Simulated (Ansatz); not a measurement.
# GeF2 monolayer (1T): a soft mode frozen in, part 2 of 3

Aim: this structure of GeF2 monolayer (1T) is to be tested for unstable modes, and one is followed downhill.

Ansatz 0.2.0; DFT PBEsol, scalar-relativistic, plane waves, PAW.

So far, highest frequency on the path or at a solved wavevector (cm⁻¹): step 2 (the dispersion) 356. Also lowest frequency on the path (cm⁻¹): step 2 -207.

## 6. Relaxing from the distorted cell

Starting from the lowest point found, all atoms and the cell are let go, so that strain and other modes of the same symmetry can join in.

Contents of input.yaml:

```yaml
crystal:
  lattice:
    - [3.5372703465, 0.0, 0.0]
    - [0.0, 6.1267319602, 0.0]
    - [0.0, 0.0, 27.6]
  atoms:
    - { symbol: Ge, position: [0.0, -0.0107633518, 0.3619829857] }
    - { symbol: Ge, position: [0.5, 0.5107633518, 0.3626546955] }
    - { symbol: F, position: [0.0, 0.4067321643, 0.3980716931] }
    - { symbol: F, position: [0.5, 0.7599345023, 0.3968712423] }
    - { symbol: F, position: [0.5, 0.0932678357, 0.326565988] }
    - { symbol: F, position: [1.0, 0.7400654977, 0.3277664388] }
  periodic: [true, true, false]
kpoints:
  mp_grid: { grid: [6, 4, 1] }
hamiltonian:
  xc: pbesol
scf:
  occupations: { method: fixed }
output:
  forces: true
  stress: true
  eigenvalues: true
  write_density: true
  write_potential: true
  elf: true
  volumetric_format: npy
relax:
  adjacent_minimum: "off"
  f_tol: 0.002
  max_steps: 120
  cell: { stress_2d_tol: 0.005 }
```

Command:

```
$ ansatz run input.yaml --threads 8 --pin off --max-ram 14336MiB --backend cpu --events-out ev --progress --plain --runs-dir out
```

Numbers of over 12 decimals in the logs are rounded to 6 here.

Output:

```text
[...]
Crystal: 6 atoms, lattice volume = 598.145 Å³
Basis set: ecut = 420 eV, 11655 PW (Γ), exchange–correlation on 48×90×384 points (8 copies of the dense FFT grid, shifted against one another)
Bands: 34, of which v1, the nominal top of the filled ones, is band 28 counted from 1 (27 counted from 0)
Symmetry: 4 space group operations
[...]
k-points: 12 of 24
[...]
SCF iter   1: F=—  HF=-11709.002499 eV  |F-HF|=—  |Δ(HF+E_count)|=         —  Δρ=4.55e-3  dr2=9.47e-2  ethr=1.77e-3  ⟨swp⟩=5.3  Hψ=1704  notcnv=0  defer=48
[...]
SCF iter   9: F=-11708.985184 eV  HF=-11708.985184 eV  |F-HF|=4.15e-10  |Δ(HF+E_count)|=   3.12e-8  Δρ=2.77e-7  dr2=2.63e-10  ethr=3.96e-12  ⟨swp⟩=10.2  Hψ=2862  notcnv=0
SCF 1 converged in 9 iterations: F = -11708.985184 eV  dr2 = 2.63e-10
[...]
relax step   1: F+E_penalty+E_count = -11708.98518360 eV  Δ(F+E_penalty+E_count) = +0.000e0 eV  max|allowed force component| = 1.238e0 eV/Å  Δτ_max = 0.0000 Å  P = +2.053 N/m  Ω = 598.145 Å³  fix = [c, alpha, beta]  reactions: c +0.000 N/m; alpha +0.000 N/m/rad  (9 SCF iters, dr2 threshold 1.00e-7 eV, accepted)
Crystal: 6 atoms, lattice volume = 616.366 Å³
Basis set: ecut = 420 eV, 11991 PW (Γ), exchange–correlation on 48×90×384 points (8 copies of the dense FFT grid, shifted against one another)
[...]
iter 1 solved again at ethr=5.54e-4 eV; its pass at ethr=3.10e-3 eV (dr2=3.10e-1 eV) is discarded
[...]
SCF iter   8: F=-11709.204852 eV  HF=-11709.204852 eV  |F-HF|=2.16e-8  |Δ(HF+E_count)|=   1.27e-6  Δρ=3.43e-6  dr2=4.04e-8  ethr=1.07e-9  ⟨swp⟩=25.4  Hψ=4333  notcnv=0
the search or the solves at the SCF's close seem to have found levels that the self-consistency loop had missed (the run counts 1). By its estimate they hold under 1e-12 electrons; where the run keeps them, the occupations were computed again with them
SCF 2 converged in 8 iterations: F = -11709.204852 eV  dr2 = 4.04e-8
relax step   2: F+E_penalty+E_count = -11709.20485217 eV  Δ(F+E_penalty+E_count) = -2.197e-1 eV  max|allowed force component| = 5.319e-1 eV/Å  Δτ_max = 0.1939 Å  P = +0.087 N/m  Ω = 616.366 Å³  energy of the carried Pulay correction = -9.717e-3 eV  fix = [c, alpha, beta]  reactions: c -0.000 N/m; alpha +0.000 N/m/rad  (8 SCF iters, dr2 threshold 6.00e-7 eV, accepted)
Crystal: 6 atoms, lattice volume = 622.506 Å³
Basis set: ecut = 420 eV, 12139 PW (Γ), exchange–correlation on 48×90×384 points (8 copies of the dense FFT grid, shifted against one another)
[...]
SCF iter   9: F=-11709.281997 eV  HF=-11709.281997 eV  |F-HF|=7.53e-10  |Δ(HF+E_count)|=   2.60e-8  Δρ=3.81e-7  dr2=4.09e-10  ethr=3.60e-11  ⟨swp⟩=7.5  Hψ=2743  notcnv=0
SCF 3 converged in 9 iterations: F = -11709.281997 eV  dr2 = 4.09e-10
relax step   3: F+E_penalty+E_count = -11709.28199658 eV  Δ(F+E_penalty+E_count) = -7.714e-2 eV  max|allowed force component| = 2.965e-1 eV/Å  Δτ_max = 0.1497 Å  P = -0.719 N/m  Ω = 622.506 Å³  energy of the carried Pulay correction = -1.293e-2 eV  fix = [c, alpha, beta]  reactions: c -0.000 N/m; alpha -0.000 N/m/rad  (9 SCF iters, dr2 threshold 6.00e-7 eV, accepted)
[... from here on, the SCF cycles and remarks between the steps are left out ...]
relax step   4: F+E_penalty+E_count = -11709.36020290 eV  Δ(F+E_penalty+E_count) = -7.821e-2 eV  max|allowed force component| = 4.049e-1 eV/Å  Δτ_max = 0.1939 Å  P = -0.909 N/m  Ω = 624.124 Å³  energy of the carried Pulay correction = -1.377e-2 eV  fix = [c, alpha, beta]  reactions: c -0.000 N/m; alpha -0.000 N/m/rad  (7 SCF iters, dr2 threshold 6.00e-7 eV, accepted)
relax step   5: F+E_penalty+E_count = -11709.39868875 eV  Δ(F+E_penalty+E_count) = -3.849e-2 eV  max|allowed force component| = 4.223e-1 eV/Å  Δτ_max = 0.0995 Å  P = +0.247 N/m  Ω = 606.041 Å³  energy of the carried Pulay correction = -4.247e-3 eV  fix = [c, alpha, beta]  reactions: c +0.000 N/m; alpha +0.000 N/m/rad  (7 SCF iters, dr2 threshold 6.00e-7 eV, accepted)
relax step   6: F+E_penalty+E_count = -11709.41443117 eV  Δ(F+E_penalty+E_count) = -1.574e-2 eV  max|allowed force component| = 7.296e-2 eV/Å  Δτ_max = 0.0431 Å  P = +0.248 N/m  Ω = 602.604 Å³  energy of the carried Pulay correction = -2.406e-3 eV  fix = [c, alpha, beta]  reactions: c +0.000 N/m; alpha +0.000 N/m/rad  (7 SCF iters, dr2 threshold 6.00e-7 eV, accepted)
relax step   7: F+E_penalty+E_count = -11709.41521118 eV  Δ(F+E_penalty+E_count) = -7.800e-4 eV  max|allowed force component| = 5.854e-2 eV/Å  Δτ_max = 0.0443 Å  P = -0.098 N/m  Ω = 605.799 Å³  energy of the carried Pulay correction = -4.118e-3 eV  fix = [c, alpha, beta]  reactions: c -0.000 N/m; alpha -0.000 N/m/rad  (7 SCF iters, dr2 threshold 3.33e-7 eV, accepted)
relax step   8: F+E_penalty+E_count = -11709.41537397 eV  Δ(F+E_penalty+E_count) = -1.628e-4 eV  max|allowed force component| = 1.580e-2 eV/Å  Δτ_max = 0.0101 Å  P = -0.035 N/m  Ω = 606.058 Å³  energy of the carried Pulay correction = -4.256e-3 eV  fix = [c, alpha, beta]  reactions: c -0.000 N/m; alpha -0.000 N/m/rad  (6 SCF iters, dr2 threshold 2.14e-7 eV, accepted)
relax step   9: F+E_penalty+E_count = -11709.41562888 eV  Δ(F+E_penalty+E_count) = -2.549e-4 eV  max|allowed force component| = 1.024e-2 eV/Å  Δτ_max = 0.0130 Å  P = -0.004 N/m  Ω = 605.896 Å³  energy of the carried Pulay correction = -4.169e-3 eV  fix = [c, alpha, beta]  reactions: c -0.000 N/m; alpha -0.000 N/m/rad  (6 SCF iters, dr2 threshold 1.56e-8 eV, accepted)
relax step  10: F+E_penalty+E_count = -11709.41569524 eV  Δ(F+E_penalty+E_count) = -6.636e-5 eV  max|allowed force component| = 3.493e-3 eV/Å  Δτ_max = 0.0057 Å  P = -0.001 N/m  Ω = 605.875 Å³  energy of the carried Pulay correction = -4.158e-3 eV  fix = [c, alpha, beta]  reactions: c +0.000 N/m; alpha -0.000 N/m/rad  (7 SCF iters, dr2 threshold 6.55e-9 eV, accepted)
relax step  11: F+E_penalty+E_count = -11709.41565486 eV  Δ(F+E_penalty+E_count) = +4.038e-5 eV  max|allowed force component| = 4.271e-4 eV/Å  Δτ_max = 0.0024 Å  P = -0.001 N/m  Ω = 605.959 Å³  energy of the carried Pulay correction = -4.203e-3 eV  fix = [c, alpha, beta]  reactions: c +0.000 N/m; alpha -0.000 N/m/rad  (6 SCF iters, dr2 threshold 7.62e-10 eV, accepted)
[...]
relax step  16: F+E_penalty+E_count = -11709.42503016 eV  Δ(F+E_penalty+E_count) = +8.413e-6 eV  max|allowed force component| = 3.085e-2 eV/Å  Δτ_max = 0.0052 Å  P = +0.097 N/m  Ω = 610.462 Å³  energy of the carried Pulay correction = -2.665e-3 eV  fix = [c, alpha, beta]  (7 SCF iters, dr2 threshold 9.30e-9 eV, rejected (line search))
relax step  17: F+E_penalty+E_count = -11709.42480822 eV  Δ(F+E_penalty+E_count) = +2.304e-4 eV  max|allowed force component| = 4.779e-3 eV/Å  Δτ_max = 0.0034 Å  P = +0.010 N/m  Ω = 611.149 Å³  energy of the carried Pulay correction = -3.067e-3 eV  fix = [c, alpha, beta]  reactions: c +0.000 N/m; alpha +0.000 N/m/rad  (10 SCF iters, accepted)
relax step  18: F+E_penalty+E_count = -11709.42463018 eV  Δ(F+E_penalty+E_count) = +1.780e-4 eV  max|allowed force component| = 3.581e-3 eV/Å  Δτ_max = 0.0030 Å  P = +0.010 N/m  Ω = 611.510 Å³  energy of the carried Pulay correction = -3.290e-3 eV  fix = [c, alpha, beta]  reactions: c +0.000 N/m; alpha +0.000 N/m/rad  (7 SCF iters, dr2 threshold 1.43e-9 eV, accepted)
relax step  19: F+E_penalty+E_count = -11709.42440464 eV  Δ(F+E_penalty+E_count) = +2.255e-4 eV  max|allowed force component| = 1.755e-3 eV/Å  Δτ_max = 0.0025 Å  P = +0.000 N/m  Ω = 611.896 Å³  energy of the carried Pulay correction = -3.527e-3 eV  fix = [c, alpha, beta]  reactions: c +0.000 N/m; alpha +0.000 N/m/rad  (7 SCF iters, dr2 threshold 8.01e-10 eV, accepted)
relax step  20: F+E_penalty+E_count = -11709.42918284 eV  Δ(F+E_penalty+E_count) = -4.778e-3 eV  max|allowed force component| = 2.452e-3 eV/Å  Δτ_max = 0.0000 Å  P = +0.023 N/m  Ω = 611.896 Å³  fix = [c, alpha, beta]  reactions: c +0.000 N/m; alpha +0.000 N/m/rad  stress off target by 8.44e-2 N/m on what of the cell is left free  SCF on the basis re-selected at this cell (its energy is not comparable with the rows above)  (9 SCF iters)
relax step  21: F+E_penalty+E_count = -11709.42836664 eV  Δ(F+E_penalty+E_count) = +8.162e-4 eV  max|allowed force component| = 2.777e-2 eV/Å  Δτ_max = 0.0197 Å  P = -0.029 N/m  Ω = 614.205 Å³  energy of the carried Pulay correction = -1.337e-3 eV  fix = [c, alpha, beta]  reactions: c +0.000 N/m; alpha -0.000 N/m/rad  (8 SCF iters, dr2 threshold 1.24e-8 eV, accepted)
relax step  22: F+E_penalty+E_count = -11709.42836854 eV  Δ(F+E_penalty+E_count) = -1.899e-6 eV  max|allowed force component| = 1.587e-2 eV/Å  Δτ_max = 0.0066 Å  P = +0.013 N/m  Ω = 614.342 Å³  energy of the carried Pulay correction = -1.416e-3 eV  fix = [c, alpha, beta]  reactions: c -0.000 N/m; alpha +0.000 N/m/rad  (6 SCF iters, dr2 threshold 4.82e-8 eV, accepted)
relax step  23: F+E_penalty+E_count = -11709.42852975 eV  Δ(F+E_penalty+E_count) = -1.612e-4 eV  max|allowed force component| = 3.645e-4 eV/Å  Δτ_max = 0.0025 Å  P = +0.000 N/m  Ω = 614.132 Å³  energy of the carried Pulay correction = -1.292e-3 eV  fix = [c, alpha, beta]  reactions: c -0.000 N/m; alpha +0.000 N/m/rad  (7 SCF iters, dr2 threshold 1.57e-8 eV, accepted)
relax step  24: F+E_penalty+E_count = -11709.43016750 eV  Δ(F+E_penalty+E_count) = -1.638e-3 eV  max|allowed force component| = 3.062e-4 eV/Å  Δτ_max = 0.0000 Å  P = +0.007 N/m  Ω = 614.132 Å³  fix = [c, alpha, beta]  reactions: c -0.000 N/m; alpha +0.000 N/m/rad  stress off target by 3.17e-2 N/m on what of the cell is left free  SCF on the basis re-selected at this cell (its energy is not comparable with the rows above)  (9 SCF iters)
relax step  25: F+E_penalty+E_count = -11709.42978482 eV  Δ(F+E_penalty+E_count) = +3.827e-4 eV  max|allowed force component| = 1.132e-3 eV/Å  Δτ_max = 0.0073 Å  P = +0.002 N/m  Ω = 614.990 Å³  energy of the carried Pulay correction = -4.820e-4 eV  fix = [c, alpha, beta]  reactions: c +0.000 N/m; alpha +0.000 N/m/rad  (7 SCF iters, dr2 threshold 1.75e-9 eV, accepted)
relax step  26: F+E_penalty+E_count = -11709.43028117 eV  Δ(F+E_penalty+E_count) = -4.963e-4 eV  max|allowed force component| = 1.211e-3 eV/Å  Δτ_max = 0.0000 Å  P = +0.004 N/m  Ω = 614.990 Å³  fix = [c, alpha, beta]  reactions: c -0.000 N/m; alpha +0.000 N/m/rad  stress off target by 1.35e-2 N/m on what of the cell is left free  SCF on the basis re-selected at this cell (its energy is not comparable with the rows above)  (9 SCF iters)
relax step  27: F+E_penalty+E_count = -11709.43010774 eV  Δ(F+E_penalty+E_count) = +1.734e-4 eV  max|allowed force component| = 1.680e-3 eV/Å  Δτ_max = 0.0024 Å  P = -0.002 N/m  Ω = 615.327 Å³  energy of the carried Pulay correction = -1.873e-4 eV  fix = [c, alpha, beta]  reactions: c -0.000 N/m; alpha -0.000 N/m/rad  (7 SCF iters, dr2 threshold 3.19e-10 eV, accepted)
[...]
SCF iter   9: F=-11709.430312 eV  HF=-11709.430312 eV  |F-HF|=6.00e-11  |Δ(HF+E_count)|=  3.35e-10  Δρ=8.60e-9  dr2=3.67e-13  ethr=1.00e-12  ⟨swp⟩=18.5  Hψ=2887  notcnv=0
SCF 28 converged in 9 iterations: F = -11709.430312 eV  dr2 = 3.67e-13
relax step  28: F+E_penalty+E_count = -11709.43031197 eV  Δ(F+E_penalty+E_count) = -2.042e-4 eV  max|allowed force component| = 1.680e-3 eV/Å  Δτ_max = 0.0000 Å  P = -0.001 N/m  Ω = 615.327 Å³  fix = [c, alpha, beta]  reactions: c +0.000 N/m; alpha +0.000 N/m/rad  stress off target by 3.73e-3 N/m on what of the cell is left free  SCF on the basis re-selected at this cell (its energy is not comparable with the rows above)  (9 SCF iters)
[...]
WARN: The output density's exchange-correlation potential varies sharply where the density is thin. Do not read a vacuum level from v_tot or v_xc, or from such a field of the output density. On a cell that repeats whose density bears no net charge and no dipole along the vacuum's axis use v_es (v_loc + v_h of the components); under efield.dipole_correction with no amplitude use v_es + v_field, which holds any externa [...]
SCF converged after 9 iterations
Free energy (F): -11709.430312 eV
[...]
Internal energy: -11709.430312 eV  (E = F + TS)
E sigma→0 (E₀):  -11709.430312 eV
Fermi energy:    -7.134422 eV
[...]
--- Forces (eV/Å), atoms counted from 1 ---
  atom   1  Ge     0.00000000    -0.00168006    -0.00103931
  atom   2  Ge     0.00000000     0.00168006     0.00103931
  atom   3  F      0.00000000     0.00004979    -0.00036130
  atom   4  F      0.00000000    -0.00058394    -0.00010246
  atom   5  F      0.00000000    -0.00004979     0.00036130
  atom   6  F      0.00000000     0.00058394     0.00010246
  max |Σ_I F_I| component: 2.71e-20 eV/Å
--- 2D stress c σ (N/m, compression-positive) ---
       -0.003731      -0.000000      -0.000000
       -0.000000       0.001384      -0.000000
       -0.000000      -0.000000       0.000000
  P = ½ c Tr σ = -0.0012 N/m
--- Band table (eV; the first three rows and the last of 12) ---
  k-point 0: bands = [... 24 lower, -9.5352, -9.1512, -8.5922, -7.2049, -2.7332, -2.3280, -0.9985 (-0.9985°), -0.8660 (-0.8661°), ... 2 higher]
  k-point 1: bands = [... 24 lower, -9.5434, -9.3035, -8.2993, -7.3232, -2.9792, -2.1307, -1.4126 (-1.4126°), -0.7510 (-0.7510°), ... 2 higher]
  k-point 2: bands = [... 24 lower, -9.5532, -9.4971, -7.9312, -7.5568, -3.1519, -2.0336, -1.6269, -0.7205 (-0.7205°), ... 2 higher]
  k-point 11: bands = [... 24 lower, -9.4924, -9.4924, -7.3109, -7.3109, -2.0258, -2.0258, -0.5052, -0.5052, ... 2 higher]
  ° read free of the cell's end (the report's vacuum.weakly_bound_levels)
--- Relaxed structure (23 steps of the walk, 21 accepted, 5 SCFs on fresh bases) ---
  F+E_penalty+E_count = -11709.43031197 eV   max|allowed force component| = 1.680e-3 eV/Å   (the final SCF, on the basis selected at the relaxed cell)
  cell:  # Å, volume = 615.3267 Å³
    - [3.409968, 0, 0]
    - [0, 6.538022, 0]
    - [0, 0, 27.6]
  atoms:
    - { symbol: Ge, position: [0, -0.023957, 0.379537] }
    - { symbol: Ge, position: [0.5, 0.523957, 0.345101] }
    - { symbol: F, position: [0, 0.406217, 0.377255] }
    - { symbol: F, position: [0.5, 0.705514, 0.397334] }
    - { symbol: F, position: [0.5, 0.093783, 0.347383] }
    - { symbol: F, position: [1.0, 0.794486, 0.327304] }
```

Wall time 52 s (8 threads of Intel Xeon 6975P-C (Granite Rapids), shared host); peak memory 1.5 GiB.

Step by step (22 of 28):

```tsv
step	energy less that of the first step (eV)	largest force component (eV/Å)	volume (Å³)
1	0.0000	1.2377	598.14
2	-0.2197	0.5319	616.37
4	-0.3750	0.4049	624.12
5	-0.4135	0.4223	606.04
6	-0.4292	0.0730	602.60
7	-0.4300	0.0585	605.80
9	-0.4304	0.0102	605.90
10	-0.4305	0.0035	605.87
11	-0.4305	0.0004	605.96
13	-0.4412	0.0195	605.87
14	-0.4192	0.3598	620.16
15	-0.4399	0.0122	610.62
16	-0.4398	0.0309	610.46
18	-0.4394	0.0036	611.51
19	-0.4392	0.0018	611.90
20*	-0.4440	0.0025	611.90
22	-0.4432	0.0159	614.34
23	-0.4433	0.0004	614.13
24*	-0.4450	0.0003	614.13
25	-0.4446	0.0011	614.99
27	-0.4449	0.0017	615.33
28*	-0.4451	0.0017	615.33
```

Relaxation steps marked * repeat the geometry before them on a plane-wave basis chosen anew for their cell, so energy and pressure can jump there. Other such steps can lie between the rows shown. Relaxation steps 14, 16 were tried and not accepted.

The run keeps the 4 symmetry operations that it works with, so distortions that break them were not tested.

```tsv
cell as run	before	after	change
a (Å)	3.537	3.410	-3.6 %
b (Å)	6.127	6.538	+6.7 %
```

The atoms that moved most (Å, along periodic axes as changes of fractional coordinates times the final cell, across vacuum about the mean position):

```tsv
atom	dx	dy	dz	length
F5	0.000	0.003	0.575	0.575
F3	0.000	-0.003	-0.575	0.575
Ge2	0.000	0.086	-0.484	0.492
Ge1	0.000	-0.086	0.484	0.492
F6	0.000	0.356	-0.013	0.356
F4	0.000	-0.356	0.013	0.356
```

The relaxed structure:

```xyz
6
Lattice="3.4100 0.0000 0.0000 0.0000 6.5380 0.0000 0.0000 0.0000 27.6000" Properties=species:S:1:pos:R:3
Ge    0.0000   -0.1566   10.4752
Ge    1.7050    3.4256    9.5248
F     0.0000    2.6559   10.4122
F     1.7050    4.6127   10.9664
F     1.7050    0.6132    9.5878
F     3.4100    5.1944    9.0336
```

Numbers from this step:

* gap on the k-mesh: 3.983 eV
* area per atom: 3.716 Å²

ELF in the bc plane at fractional x = 0.000, with atoms of Ge and F within 0.2 Å of it. It is the smooth field of the valence electrons, not physical close to the nuclei.

Ten even steps from '0' (0.00) to '9' (0.92), each cell a mean:
```
000000000000000000
000000000000000000
000000000000000000
000000000000000000
000000000000000000
000000000000000000
000000000000000000
000000000000000000
000000000000000000
000000000000000000
000000000000000000
000000000000000000
542000000000000013
998200121000000489
356216877620002432
121014665310466542
000000000001577763
000000000000011110
000000000000000000
000000000000000000
000000000000000000
000000000000000000
000000000000000000
000000000000000000
```
Columns run along b (6.5 Å), rows up along c (27.6 Å). Atoms in or near the plane, at fractional coordinates: Ge at (0.98, 0.38), F at (0.41, 0.38), F at (0.79, 0.33).

Electrostatic potential energy in the bc plane at fractional x = 0.000, with atoms of Ge and F within 0.2 Å of it. With pseudopotentials it is smooth inside the atoms' cores, unlike the true potential.

Ten even steps from '0' (-19 eV) to '9' (0 eV), each cell a mean:
```
999999999999999999
999999999999999999
999999999999999999
999999999999999999
999999999999999999
999999999999999999
999999999999999999
999999999999999999
999999999999999999
999999999999999999
999999999999999999
999999999999999999
999999999999999999
789999999999999887
003797322699986200
125898544788742111
999999998889732379
999999999999999999
999999999999999999
999999999999999999
999999999999999999
999999999999999999
999999999999999999
999999999999999999
```
Columns run along b (6.5 Å; values clipped at the 3rd and 97th percentile), rows up along c (27.6 Å). Atoms in or near the plane, at fractional coordinates: Ge at (0.98, 0.38), F at (0.41, 0.38), F at (0.79, 0.33).

Valence density in the bc plane at fractional x = 0.000, with atoms of Ge and F within 0.2 Å of it. It is the smooth field of the valence electrons, not physical close to the nuclei.

Values in units of 1e0 e/Å³, 13 rows by 16 columns, each cell a mean:
```
0.0 0.0 0.0 0.0 0.0 0.0 0.0 0.0 0.0 0.0 0.0 0.0 0.0 0.0 0.0 0.0
0.0 0.0 0.0 0.0 0.0 0.0 0.0 0.0 0.0 0.0 0.0 0.0 0.0 0.0 0.0 0.0
0.0 0.0 0.0 0.0 0.0 0.0 0.0 0.0 0.0 0.0 0.0 0.0 0.0 0.0 0.0 0.0
0.0 0.0 0.0 0.0 0.0 0.0 0.0 0.0 0.0 0.0 0.0 0.0 0.0 0.0 0.0 0.0
0.0 0.0 0.0 0.0 0.0 0.0 0.0 0.0 0.0 0.0 0.0 0.0 0.0 0.0 0.0 0.0
0.0 0.0 0.0 0.0 0.0 0.0 0.0 0.0 0.0 0.0 0.0 0.0 0.0 0.0 0.0 0.0
0.0 0.0 0.0 0.0 0.0 0.0 0.0 0.0 0.0 0.0 0.0 0.0 0.0 0.0 0.0 0.0
3.3 0.4 0.1 0.0 0.1 0.6 1.7 1.2 0.2 0.0 0.0 0.0 0.0 0.1 0.7 4.7
4.2 0.4 0.1 0.0 0.2 1.0 2.9 2.0 0.4 0.1 0.2 1.0 4.0 3.8 1.7 6.2
0.0 0.0 0.0 0.0 0.0 0.0 0.0 0.0 0.0 0.0 0.0 0.0 0.1 0.1 0.0 0.0
0.0 0.0 0.0 0.0 0.0 0.0 0.0 0.0 0.0 0.0 0.0 0.0 0.0 0.0 0.0 0.0
0.0 0.0 0.0 0.0 0.0 0.0 0.0 0.0 0.0 0.0 0.0 0.0 0.0 0.0 0.0 0.0
0.0 0.0 0.0 0.0 0.0 0.0 0.0 0.0 0.0 0.0 0.0 0.0 0.0 0.0 0.0 0.0
```
Columns run along b (6.5 Å), rows up along c (27.6 Å). Atoms in or near the plane, at fractional coordinates: Ge at (0.98, 0.38), F at (0.41, 0.38), F at (0.79, 0.33).

The distorted start has space group P2_1/m; the relaxation ends in P2_1/m.

[end of part 2 of 3]

[Logs are printed without paths, hosts, clocks, repeated set-up lines and the standing remarks that a program may print on its own settings, such as how far it seeks lower states.]

[Hosts, paths, dates, database ids (printed as entryN), source tags and the programs' standing remarks are cut or masked in the printed files.]
